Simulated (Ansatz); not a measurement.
## Y (P6_3/mmc, 2 atoms in the cell): zone-centre modes under pressure

Wanted: Grüneisen parameters and pressure coefficients of the modes of Y (P6_3/mmc, 2 atoms in the cell).

Method: DFT LDA, scalar-relativistic, plane waves, PAW; PAW set soft_1, in Ansatz 0.2.0.

Most raw output is cut from this account.

## 1. The starting structure

The structure is hexagonal, space group P6_3/mmc (No. 194). Conventional cell: a = 3.647 Å, b = 3.647 Å, c = 5.731 Å, α = 90.00°, β = 90.00°, γ = 120.00°. Nearest to Y lie 12 Y at 3.56 to 3.65 Å.

## 2. Relaxation

The cell and atoms are relaxed, since residual forces and stress would shift the frequencies.

Input file input.yaml:

```yaml
crystal:
  lattice:
    - [3.6474, 0.0, 0.0]
    - [-1.8237, 3.1587410578, 0.0]
    - [0.0, 0.0, 5.7306]
  atoms:
    - { symbol: "Y", position: [0.33333333, 0.66666667, 0.25] }
    - { symbol: "Y", position: [0.66666667, 0.33333333, 0.75] }
kpoints:
  mp_grid: { grid: [15, 15, 8] }
hamiltonian:
  xc: lda
  pseudopotentials: { kind: paw, azcp: { folder: soft_1 }, xc_functional: pbe }
scf:
  occupations: { method: gaussian, width: 0.1 }
output:
  forces: true
  stress: true
  eigenvalues: true
  write_density: true
  write_potential: true
  elf: true
  volumetric_format: npy
relax:
  adjacent_minimum: "off"
  f_tol: 0.005
  max_steps: 80
  cell: { stress_tol: 0.05 }
```

Run with:

```sh
$ ansatz run input.yaml --threads 4 --pin off --max-ram 10240MiB --backend cpu --events-out ev --progress --plain --runs-dir out
```

It took 5.5 s on 4 threads of Intel Xeon at 2.80GHz (Skylake/Cascade Lake), shared host; peak memory 0.5 GiB.

Relaxation path:

```
step  energy less that of the first step (eV)  largest force component (eV/Å)  pressure (GPa)  volume (Å³)
   1                                   0.0000                          0.0000           -3.83        66.02
   2                                  -0.0800                          0.0000            0.05        59.78
   3                                  -0.0800                          0.0000            0.00        59.86
  4*                                  -0.0798                          0.0000            0.00        59.86
```

Relaxation steps marked * repeat the geometry before them on a plane-wave basis chosen anew for their cell, so energy and pressure can jump there.

Forces are held to the 24 operations that the run works with; a distortion that breaks them can't arise in this run.

```
conventional cell, symmetrised  before  after  change
                         a (Å)   3.647  3.543  -2.9 %
                         b (Å)   3.647  3.543  -2.9 %
                         c (Å)   5.731  5.506  -3.9 %
              volume (Å³/atom)   33.01  29.93  -9.3 %
```

The relaxed structure:

```
Y
1.0
     3.54302    0.00000    0.00000
    -1.77151    3.06835    0.00000
     0.00000    0.00000    5.50630
Y
2
Direct
  0.33333 0.66667 0.25000
  0.66667 0.33333 0.75000
```

Numbers from this step:

| Property | Result |
| --- | --- |
| pressure | -0.002069 GPa |
| volume per atom | 29.93 Å³ |
| gap on the k-mesh | 0 eV |

Valence density in the ac plane at fractional y = 0.333, with atoms of Y within 0.2 Å of it. It is the smooth field of the valence electrons, not physical close to the nuclei.

Values in e/Å³, 21 rows by 14 columns, each cell a mean:
```
0.1 0.1 0.1 0.1 0.1 0.1 0.1 0.2 0.3 0.3 0.3 0.2 0.2 0.1
0.1 0.1 0.1 0.1 0.1 0.1 0.2 0.5 0.8 1.0 0.9 0.6 0.3 0.2
0.1 0.1 0.1 0.1 0.1 0.2 0.5 1.2 1.9 2.4 2.2 1.5 0.8 0.3
0.2 0.1 0.1 0.1 0.2 0.3 0.9 2.3 3.2 3.4 3.4 2.7 1.5 0.6
0.2 0.1 0.1 0.1 0.2 0.4 1.2 2.8 3.4 3.0 3.3 3.2 1.9 0.7
0.2 0.1 0.1 0.1 0.2 0.4 1.2 2.8 3.4 3.1 3.3 3.2 1.9 0.7
0.2 0.1 0.1 0.1 0.1 0.3 0.8 2.0 2.9 3.3 3.2 2.4 1.3 0.5
0.1 0.1 0.1 0.1 0.1 0.2 0.4 1.0 1.7 2.0 1.9 1.3 0.6 0.3
0.1 0.1 0.1 0.1 0.1 0.1 0.2 0.4 0.6 0.8 0.7 0.5 0.3 0.2
0.1 0.1 0.1 0.1 0.1 0.1 0.1 0.2 0.2 0.2 0.2 0.2 0.1 0.1
0.1 0.1 0.1 0.1 0.1 0.1 0.1 0.1 0.1 0.1 0.1 0.1 0.1 0.1
0.1 0.1 0.1 0.1 0.1 0.1 0.1 0.1 0.1 0.1 0.1 0.1 0.1 0.1
0.1 0.2 0.2 0.2 0.2 0.1 0.1 0.1 0.1 0.1 0.1 0.1 0.1 0.1
0.2 0.3 0.3 0.3 0.2 0.2 0.1 0.1 0.1 0.1 0.1 0.1 0.1 0.1
0.2 0.3 0.4 0.4 0.3 0.2 0.1 0.1 0.1 0.1 0.1 0.1 0.1 0.2
0.3 0.4 0.5 0.4 0.3 0.2 0.1 0.1 0.1 0.1 0.1 0.1 0.1 0.2
0.2 0.3 0.4 0.4 0.3 0.2 0.1 0.1 0.1 0.1 0.1 0.1 0.1 0.2
0.2 0.2 0.3 0.3 0.2 0.2 0.1 0.1 0.1 0.1 0.1 0.1 0.1 0.1
0.1 0.2 0.2 0.2 0.1 0.1 0.1 0.1 0.1 0.1 0.1 0.1 0.1 0.1
0.1 0.1 0.1 0.1 0.1 0.1 0.1 0.1 0.1 0.1 0.1 0.1 0.1 0.1
0.1 0.1 0.1 0.1 0.1 0.1 0.1 0.1 0.1 0.2 0.1 0.1 0.1 0.1
```
Columns run along a (3.5 Å), rows up along c (5.5 Å). Atoms in or near the plane, at fractional coordinates: Y at (0.67, 0.75).

ELF in the ac plane at fractional y = 0.333, with atoms of Y within 0.2 Å of it. It is the smooth field of the valence electrons, not physical close to the nuclei.

Values, 21 rows by 14 columns, each cell a mean:
```
0.26 0.38 0.45 0.42 0.31 0.19 0.14 0.17 0.24 0.29 0.27 0.20 0.15 0.15
0.18 0.32 0.43 0.38 0.22 0.14 0.19 0.41 0.58 0.66 0.63 0.48 0.28 0.15
0.14 0.23 0.34 0.29 0.16 0.16 0.39 0.72 0.82 0.84 0.83 0.77 0.56 0.25
0.14 0.16 0.25 0.20 0.13 0.28 0.65 0.84 0.81 0.73 0.77 0.84 0.78 0.46
0.16 0.14 0.21 0.17 0.14 0.35 0.73 0.84 0.70 0.49 0.59 0.82 0.82 0.56
0.16 0.14 0.21 0.17 0.14 0.35 0.73 0.84 0.72 0.53 0.62 0.82 0.82 0.55
0.13 0.18 0.28 0.23 0.14 0.24 0.58 0.83 0.84 0.81 0.82 0.84 0.73 0.40
0.14 0.25 0.36 0.31 0.17 0.15 0.34 0.67 0.79 0.83 0.82 0.73 0.50 0.22
0.19 0.34 0.44 0.40 0.24 0.14 0.16 0.33 0.51 0.59 0.56 0.40 0.23 0.14
0.28 0.38 0.42 0.40 0.32 0.22 0.16 0.15 0.18 0.21 0.19 0.16 0.15 0.18
0.28 0.29 0.29 0.29 0.28 0.27 0.25 0.24 0.24 0.24 0.24 0.24 0.24 0.26
0.19 0.17 0.16 0.17 0.18 0.22 0.29 0.39 0.44 0.46 0.45 0.41 0.34 0.26
0.13 0.13 0.15 0.14 0.13 0.15 0.23 0.43 0.57 0.64 0.61 0.49 0.32 0.18
0.14 0.19 0.24 0.22 0.16 0.13 0.18 0.38 0.58 0.67 0.63 0.46 0.26 0.15
0.18 0.29 0.37 0.34 0.22 0.14 0.16 0.34 0.55 0.66 0.62 0.42 0.22 0.14
0.20 0.33 0.42 0.39 0.25 0.15 0.15 0.32 0.54 0.66 0.62 0.41 0.21 0.14
0.17 0.27 0.34 0.31 0.21 0.14 0.16 0.34 0.56 0.67 0.63 0.43 0.23 0.14
0.13 0.17 0.21 0.20 0.15 0.13 0.19 0.39 0.58 0.67 0.63 0.47 0.27 0.15
0.14 0.13 0.14 0.13 0.14 0.17 0.26 0.43 0.55 0.60 0.58 0.48 0.33 0.21
0.21 0.19 0.18 0.19 0.20 0.24 0.29 0.36 0.39 0.41 0.40 0.37 0.32 0.26
0.29 0.31 0.32 0.32 0.30 0.27 0.23 0.21 0.21 0.21 0.21 0.21 0.22 0.25
```
Columns run along a (3.5 Å), rows up along c (5.5 Å). Atoms in or near the plane, at fractional coordinates: Y at (0.67, 0.75).

Electrostatic potential energy in the ac plane at fractional y = 0.333, with atoms of Y within 0.2 Å of it. With pseudopotentials it is smooth inside the atoms' cores, unlike the true potential.

Ten even steps from '_' (-46 eV) to '@' (12 eV), each cell a mean:
```
@@@@@@@@@@@@@@%%%%%%%%%%@@@@
@@@@@@@@@@@@%%##++++++**%%%%
@@@@@@@@@@%%##==::..::--**%%
%%@@@@@@@@%%++..______..--**
%%@@@@@@%%##==__________::**
%%@@@@@@@@##==__________::**
%%@@@@@@@@%%**::______..==##
@@@@@@@@@@%%##++--::::==**%%
@@@@@@@@@@@@%%##******##%%@@
@@@@@@@@@@@@@@@@%%%%%%@@@@@@
@@@@@@@@@@@@@@@@@@@@@@@@@@@@
@@@@@@@@@@@@@@@@@@@@@@@@@@@@
@@@@%%%%@@@@@@@@@@@@@@@@@@@@
%%%%%%%%%%@@@@@@@@@@@@@@@@@@
%%######%%%%@@@@@@@@@@@@@@@@
%%######%%%%@@@@@@@@@@@@@@@@
%%%%####%%%%@@@@@@@@@@@@@@@@
%%%%%%%%%%@@@@@@@@@@@@@@@@@@
@@@@@@@@@@@@@@@@@@@@@@@@@@@@
@@@@@@@@@@@@@@@@@@@@@@@@@@@@
@@@@@@@@@@@@@@@@@@@@@@@@@@@@
```
Columns run along a (3.5 Å; values clipped at the 3rd and 97th percentile), rows up along c (5.5 Å). Atoms in or near the plane, at fractional coordinates: Y at (0.67, 0.75).

In this step the volume went from 33.01 to 29.93 Å³/atom.

## 3. Bringing the structure to rest

The relaxation is repeated from its end on the same settings, as a check that it has come to rest.

input.yaml, the sections that differ from step 2:

```yaml
crystal:
  lattice:
    - [3.5430235155, 0.0, 0.0]
    - [-1.7715117578, 3.0683483707, 0.0]
    - [0.0, 0.0, 5.5062951294]
  atoms:
    - { symbol: "Y", position: [0.3333333333, 0.6666666667, 0.25] }
    - { symbol: "Y", position: [0.6666666667, 0.3333333333, 0.75] }
# kpoints, hamiltonian, scf, output, relax: as in step 2
```

Elapsed: 2.8 s, on 4 threads; peak memory 0.49 GiB; 9.8 s of CPU time.

Little changed from the start: no atom moved by 0.005 Å and no cell edge by 0.1 %.

Numbers from this step:

```
pressure : -0.002070 GPa
```

In this step the volume went from 29.93 to 29.93 Å³/atom.

## 4. Tight relaxation

Phonons need small forces and stress, so the relaxation is finished with tight tolerances on 15×15×8 k points.

input.yaml, the sections that differ from step 3:

```yaml
crystal:
  lattice:
    - [3.5430235155, 0.0, 0.0]
    - [-1.7715117578, 3.0683483706, 0.0]
    - [0.0, 0.0, 5.5062951294]
  atoms:
    - { symbol: "Y", position: [0.3333333333, 0.6666666667, 0.25] }
    - { symbol: "Y", position: [0.6666666667, 0.3333333333, 0.75] }
scf:
  occupations: { method: methfessel_paxton, width: 0.2 }
output:
  forces: true
  stress: true
  eigenvalues: true
relax:
  adjacent_minimum: "off"
  f_tol: 0.001
  max_steps: 60
  cell: { stress_tol: 0.01 }
# kpoints, hamiltonian: as in step 3
```

The job ended after 3.8 s (4 threads; peak memory 0.49 GiB; 14 s of CPU time).

Little changed from the start: no atom moved by 0.005 Å and no cell edge by 0.1 %.

This step gave:

| Property | Result |
| --- | --- |
| pressure | 0.001949 GPa |
| volume per atom | 29.91 Å³ |

The forces vanish by symmetry and the pressure is 0.002 GPa, within the tolerances set. The cell now holds 29.91 Å³/atom.

## 5. Modes at rest

The force constants come from the linear response of the density to a displacement.

The modes at rest are the reference of the series.

input.yaml, the sections that differ from step 4:

```yaml
crystal:
  lattice:
    - [3.5423334084, 0.0, 0.0]
    - [-1.7711667042, 3.0677507203, 0.0]
    - [0.0, 0.0, 5.5055929318]
  atoms:
    - { symbol: "Y", position: [0.3333333333, 0.6666666667, 0.25] }
    - { symbol: "Y", position: [0.6666666667, 0.3333333333, 0.75] }
output:
  eigenvalues: true
phonons:
  method: dfpt
# kpoints, hamiltonian, scf: as in step 4
# relax: removed
```

Wall time 14 s (4 threads); peak memory 1.1 GiB; 50 s of CPU time.

This step gave:

| Quantity | Value |
| --- | --- |
| sum-rule residual before enforcement | 2.92e-5 eV/Å² |
| point group | 6/mmm |
| highest optical mode at the zone centre (no LO-TO term) | 153.1 cm⁻¹ |
| lowest optical zone-centre mode | 89.04 cm⁻¹ |

Patterns of degenerate modes are one choice out of their space. Modes at Γ:

```
mode  frequency (cm⁻¹)  symmetry
   1               0.0  acoustic
   2               0.0  acoustic
   3               0.0  acoustic
   4              89.0       E2g
   5              89.0       E2g
   6             153.1       B1g
```

Displacements in mode 4 (89.0 cm⁻¹), the largest set to 1:
```
Y1   0.00 -1.00  0.00
Y2   0.00  1.00  0.00
```

Displacements in mode 6 (153.1 cm⁻¹), the largest set to 1:
```
Y1   0.00  0.00  1.00
Y2   0.00  0.00 -1.00
```

Before it was imposed, the acoustic sum rule was missed by 2.9e-5 eV/Å². Small misses are needed for a sound result but don't prove that mesh and cutoff are converged. The lowest optical mode is real, 89.0 cm⁻¹.

## 6. Relaxation of a member: 1.06 times the volume at rest

The cell is set to 1.06 times the volume at rest, and shape and atoms relax at that volume.

input.yaml, the sections that differ from step 5:

```yaml
crystal:
  lattice:
    - [3.6147377758, 0.0, 0.0]
    - [-1.8073688879, 3.1304547418, 0.0]
    - [0.0, 0.0, 5.6044788901]
  atoms:
    - { symbol: "Y", position: [0.3333333333, 0.6666666667, 0.25] }
    - { symbol: "Y", position: [0.6666666667, 0.3333333333, 0.75] }
output:
  forces: true
  stress: true
  eigenvalues: true
relax:
  adjacent_minimum: "off"
  f_tol: 0.001
  max_steps: 60
  cell: { stress_tol: 0.01, fix: [volume] }
# kpoints, hamiltonian, scf: as in step 5
# phonons: removed
```

It took 5.1 s on 4 threads; peak memory 0.5 GiB; 18 s of CPU time.

Little changed from the start: no atom moved by 0.005 Å and no cell edge by 0.1 %.

Numbers from this step:

| Quantity | Value |
| --- | --- |
| pressure | -2.396 GPa |
| volume per atom | 31.71 Å³ |

The forces vanish by symmetry, at a pressure of -2.40 GPa.

## 7. Zone-centre modes of the member: 1.06 times the volume at rest

The zone-centre modes follow for 1.06 times the volume at rest.

input.yaml, the sections that differ from step 6:

```yaml
crystal:
  lattice:
    - [3.6157556041, 0.0, 0.0]
    - [-1.807877802, 3.131336207, 0.0]
    - [0.0, 0.0, 5.6013240339]
  atoms:
    - { symbol: "Y", position: [0.3333333333, 0.6666666667, 0.25] }
    - { symbol: "Y", position: [0.6666666667, 0.3333333333, 0.75] }
output:
  eigenvalues: true
phonons:
  method: dfpt
# kpoints, hamiltonian, scf: as in step 6
# relax: removed
```

It took 16 s on 4 threads; peak memory 1.1 GiB; 57 s of CPU time.

This step gave:

| Quantity | Value |
| --- | --- |
| sum-rule residual before enforcement | 3.45e-5 eV/Å² |
| highest optical mode at the zone centre (no LO-TO term) | 144.1 cm⁻¹ |
| lowest optical zone-centre mode | 88.19 cm⁻¹ |

Patterns of degenerate modes are one choice out of their space. Modes at Γ:

```
mode  frequency (cm⁻¹)  symmetry
   1               0.0  acoustic
   2               0.0  acoustic
   3               0.0  acoustic
   4              88.2       E2g
   5              88.2       E2g
   6             144.1       B1g
```

The lowest optical mode is real, 88.2 cm⁻¹, and the highest lies at 144.1 cm⁻¹.

For the highest optical mode at the zone centre (no LO-TO term), step 5 gave 153 cm⁻¹; this run, with volume ratio 1.06, gives 144 cm⁻¹ (-6 %).

## 8. Relaxation of a member: 0.9 times the volume at rest

The cell is set to 0.9 times the volume at rest, and shape and atoms relax at that volume.

input.yaml, the sections that differ from step 7:

```yaml
crystal:
  lattice:
    - [3.4107143756, 0.0, 0.0]
    - [-1.7053571878, 2.9537652943, 0.0]
    - [0.0, 0.0, 5.3448407993]
  atoms:
    - { symbol: "Y", position: [0.3333333333, 0.6666666667, 0.25] }
    - { symbol: "Y", position: [0.6666666667, 0.3333333333, 0.75] }
output:
  forces: true
  stress: true
  eigenvalues: true
relax:
  adjacent_minimum: "off"
  f_tol: 0.001
  max_steps: 60
  cell: { stress_tol: 0.01, fix: [volume] }
# kpoints, hamiltonian, scf: as in step 7
# phonons: removed
```

The job ended after 4.4 s (4 threads; peak memory 0.48 GiB).

(Continued in part 2 of 2.)

[Logs are printed without paths, hosts, clocks, repeated set-up lines and the standing remarks that a program may print on its own settings, such as how far it seeks lower states.]

[Hosts, paths, dates, database ids (printed as entryN), source tags and the programs' standing remarks are cut or masked in the printed files.]
